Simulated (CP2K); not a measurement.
The O K edge of carbon suboxide was computed by TDDFT (CP2K XAS_TDP, aug-cc-pVTZ, TDA) at these levels: PBE0, PBEh(45%) and PBEh(45%) + GW2X. The first three lines of O1 (bonded to C) with a strength over 0.0015, energy in eV and strength:

| run | first | second | third |
| --- | --- | --- | --- |
| 1 | 531.27 (0.064) | 535.30 (0.003) | 536.97 (0.003) |
| 2 | 528.85 (0.064) | 532.88 (0.003) | 534.55 (0.003) |
| 3 | 520.62 (0.050) | 525.20 (0.002) | 526.29 (0.002) |

**Question.** Which run is which?

Run 1: PBEh(45%) + GW2X (45 % exact exchange). Run 2: PBEh(45%) (45 % exact exchange). Run 3: PBE0 (25 % exact exchange). Self-interaction lifts the core level, so the uncorrected lines rise with the share of exact exchange. The GW2X run keeps the spacings of its parent: 4.03 eV between the first two lines in run 1, 4.03 eV in run 2. Its shift is +2.42 eV, since the Kohn–Sham level at this share of exchange lies that far above the quasiparticle level.

[Hosts, paths, dates, database ids (printed as entryN), source tags and the programs' standing remarks are cut or masked in the printed files.]
